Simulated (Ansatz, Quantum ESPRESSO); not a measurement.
# ZnS (F-43m): a worked LO-TO splitting

How high does the longitudinal optical mode of ZnS (F-43m) lie, given the transverse one, the Born charge and ε∞?

Program: Quantum ESPRESSO 8.0 development, patched. Level of theory: DFT LDA, scalar-relativistic, plane waves, PseudoDojo norm-conserving pseudopotentials. Results are calculated unless marked as measured.

The database entry behind the starting cell differs from later determinations by our own check (about 0.1 % short), so it need not match the best structure at ambient conditions.

## Step 1: The relaxed structure

It takes space group F-43m (No. 216, cubic). Conventional cell: a = 5.295 Å, b = 5.295 Å, c = 5.295 Å, α = 90.00°, β = 90.00°, γ = 90.00°. Nearest to Zn lie 4 S at 2.29 Å. Nearest to S lie 4 Zn at 2.29 Å. Farther neighbours and most contacts between anions are not listed.

This is the cell after its relaxation at this level of theory, not the database cell from which that began.

## Step 2: What the response run gave

A linear-response run on the relaxed cell, with the response to an electric field; only its zone-centre results are used. Cutoff 84 Ry, k mesh 12×12×12.

Log:

```text
[banners, grids, parts of the stress and lines that vanish by symmetry left out]
Program PHONON v.8.0dev
     Dynamical matrices for q-points given in input
     (   1q-points):
[...]
Exchange-correlation= PW
                           (   1   4   0   0   0   0   0)
[...]
kinetic-energy cut-off    =      84.0000  Ry
     charge density cut-off    =     336.0000  Ry
     convergence threshold     =      1.0E-18
[...]
Exchange-correlation= PW
                           (   1   4   0   0   0   0   0)
[...]
q = (   0.0000000   0.0000000   0.0000000 )
     25 Sym.Ops. (with q -> -q+G )
     G cutoff =  852.1067  (  26229 G-vectors)     FFT grid: ( 45, 45, 45)
     number of k points=    72
[...]
Mode symmetry, T_d (-43m)  point group:
[...]
Dielectric constant
[...]
End of electric fields calculation
          Dielectric constant in cartesian axis
          (       6.222541235       0.000000000       0.000000000 )
          (       0.000000000       6.222541235       0.000000000 )
          (       0.000000000      -0.000000000       6.222541235 )
          Effective charges (d Force / dE) in cartesian axis without acoustic sum rule applied (asr)
           atom    1  Zn    Mean Z*:        1.90564
      Ex  (        1.90564       -0.00000       -0.00000 )
      Ey  (       -0.00000        1.90564        0.00000 )
      Ez  (       -0.00000        0.00000        1.90564 )
           atom    2  S     Mean Z*:       -1.90639
      Ex  (       -1.90639       -0.00000        0.00000 )
      Ey  (       -0.00000       -1.90639        0.00000 )
      Ez  (        0.00000        0.00000       -1.90639 )
          Effective charges Sum: Mean:       -0.00075
[...]
Effective charges (d Force / dE) in cartesian axis with asr applied:
           atom    1  Zn    Mean Z*:        1.90602
[...]
atom    2  S     Mean Z*:       -1.90602
[...]
Dielectric constant from finite-differences
          (       6.222511383       0.000000000       0.000000000 )
          (       0.000000000       6.222511383      -0.000000000 )
          (       0.000000000      -0.000000000       6.222511383 )
[...]
(       0.000000000       0.000000000       0.000000000 )
          (      -0.000000000      -0.000000000      15.965172936 )
          (       0.000000000      15.965172936       0.000000000 )
          (       0.000000000       0.000000000      15.965172936 )
          (       0.000000000      -0.000000000      -0.000000000 )
          (      15.965172936       0.000000000      -0.000000000 )
          (       0.000000000      15.965172936       0.000000000 )
          (      15.965172936       0.000000000      -0.000000000 )
[...]
(       0.000000000       0.000000000       0.000000000 )
          (      -0.157923282       0.000000000       0.000000000 )
          (       0.000000000      -0.157923282      -0.000000000 )
          (      -0.157923282      -0.000000000       0.000000000 )
          (      -0.000000000       0.000000000      -0.000000000 )
[...]
Representation #   1 modes #   1   2   3
[...]
End of self-consistent calculation
     Convergence has been achieved
     Representation #   2 modes #   4   5   6
[...]
End of self-consistent calculation
     Convergence has been achieved
[...]
Dielectric constant in cartesian axis
          (       6.222541235       0.000000000       0.000000000 )
          (       0.000000000       6.222541235       0.000000000 )
          (       0.000000000      -0.000000000       6.222541235 )
          Effective charges (d Force / dE) in cartesian axis without acoustic sum rule applied (asr)
           atom    1  Zn    Mean Z*:        1.90564
      Ex  (        1.90564       -0.00000       -0.00000 )
      Ey  (       -0.00000        1.90564        0.00000 )
      Ez  (       -0.00000        0.00000        1.90564 )
           atom    2  S     Mean Z*:       -1.90639
      Ex  (       -1.90639       -0.00000        0.00000 )
      Ey  (       -0.00000       -1.90639        0.00000 )
      Ez  (        0.00000        0.00000       -1.90639 )
          Effective charges Sum: Mean:       -0.00075
[...]
Effective charges (d Force / dE) in cartesian axis with asr applied:
           atom    1  Zn    Mean Z*:        1.90602
[...]
atom    2  S     Mean Z*:       -1.90602
[...]
q = (    0.000000000   0.000000000   0.000000000 )
[...]
freq (    1) =       0.087799 [THz] =       2.928668 [cm-1]
     freq (    2) =       0.087799 [THz] =       2.928668 [cm-1]
     freq (    3) =       0.087799 [THz] =       2.928668 [cm-1]
     freq (    4) =       8.752300 [THz] =     291.945302 [cm-1]
     freq (    5) =       8.752300 [THz] =     291.945302 [cm-1]
     freq (    6) =       8.752300 [THz] =     291.945302 [cm-1]
[...]
Mode symmetry, T_d (-43m)  point group:
     freq (   1-   3) =          2.9  [cm-1]   --> T_2  G_15 P_4   I+R
     freq (   4-   6) =        291.9  [cm-1]   --> T_2  G_15 P_4   I+R

   JOB DONE.
```

| quantity | value |
| --- | --- |
| cell volume Ω (Å³) | 37.112 |
| mass of Zn (u) | 65.380 |
| mass of S (u) | 32.060 |
| Born charge of Zn, raw (e) | 1.906 |
| Born charge of S, raw (e) | -1.906 |
| ε∞ | 6.223 |
| ω(TO) after the sum rule (cm⁻¹) | 291.9 |

## Step 3: The calculation

The charges must sum to zero over the cell; taking off their mean, 0.000 e, leaves Z* = 1.906 e on Zn. In the polar mode Zn moves against S, so the reduced mass is μ = 65.38 × 32.06 / 97.44 = 21.512 u.

A longitudinal wave builds up a field that adds to the restoring force: ω(LO)² = ω(TO)² + 4π Z*² / (μ Ω ε∞), in Hartree atomic units. With μ = 39213 electron masses and Ω = 250.44 bohr³ the second term is 7.4705e-07 Ha², or 35985 cm⁻² (1 Ha = 219474.6 cm⁻¹).

So ω(LO) = √(85229 + 35985) = 348.2 cm⁻¹, and by the Lyddane-Sachs-Teller relation ε₀ = ε∞ (ω(LO)/ω(TO))² = 8.85.

## Step 4: Check against the program

The analysis program adds the same non-analytic term to the full matrix, here for q along (1 0 0).

Log:

```text
[banner, memory and clock lines left out]
Program DYNMAT v.8.0dev

     Reading Dynamical Matrix from file g.dyn
     ...Force constants read
     ...epsilon and Z* read
     ...Raman cross sections read

     Polarizability (A^3 units)
     multiply by 0.364851 for Clausius-Mossotti correction (not under assume_isolated = 'mt')
        15.423646    0.000000    0.000000
         0.000000   15.423646   -0.000000
         0.000000    0.000000   15.423646

     IR activities are in (D/A)^2/amu units
     Raman activities are in A^4/amu units
     multiply Raman by 0.017720 for Clausius-Mossotti correction (not under assume_isolated = 'mt')

# mode   [cm-1]    [THz]      IR          Raman   depol.fact
    1     -0.00   -0.0000    0.0000         0.0000    0.7500
    2      0.00    0.0000    0.0000         0.0000    0.7500
    3      0.00    0.0000    0.0000         0.0000    0.7500
    4    291.94    8.7521    3.8963         0.7594    0.7500
    5    291.94    8.7521    3.8963         0.7594    0.7500
    6    348.16   10.4375    3.8963         0.7594    0.7500
```

ε₀ comes from the program's run without a direction of q.

| quantity | by hand | program |
| --- | --- | --- |
| ω(LO) (cm⁻¹) | 348.2 | 348.2 |
| ε₀ | 8.85 | 8.85 |

## Step 5: Summary of results

```
TO mode                    : 291.9 cm⁻¹
LO mode                    : 348.2 cm⁻¹
static dielectric constant : 8.850
```

**Reading.** The LO mode of ZnS (F-43m) lies at 348 cm⁻¹, 56 cm⁻¹ above the TO mode; the formula meets the program within 0.1 cm⁻¹, as it must for a cubic crystal with one polar mode. ω(LO)² − ω(TO)² goes with Z*²/ε∞: an error of 5 % in ε∞ would move the LO mode by 2.5 cm⁻¹, and semilocal functionals tend to overestimate ε∞. These are harmonic values at zero temperature, at the volume of this functional, for the structure held cubic; stability elsewhere in the zone is no part of this calculation.

[Host names and launcher messages were left out of these logs when they were recorded.]

[Logs are printed without paths, hosts, clocks, repeated set-up lines and the standing remarks that a program may print on its own settings, such as how far it seeks lower states.]

[Hosts, paths, dates, database ids (printed as entryN), source tags and the programs' standing remarks are cut or masked in the printed files.]
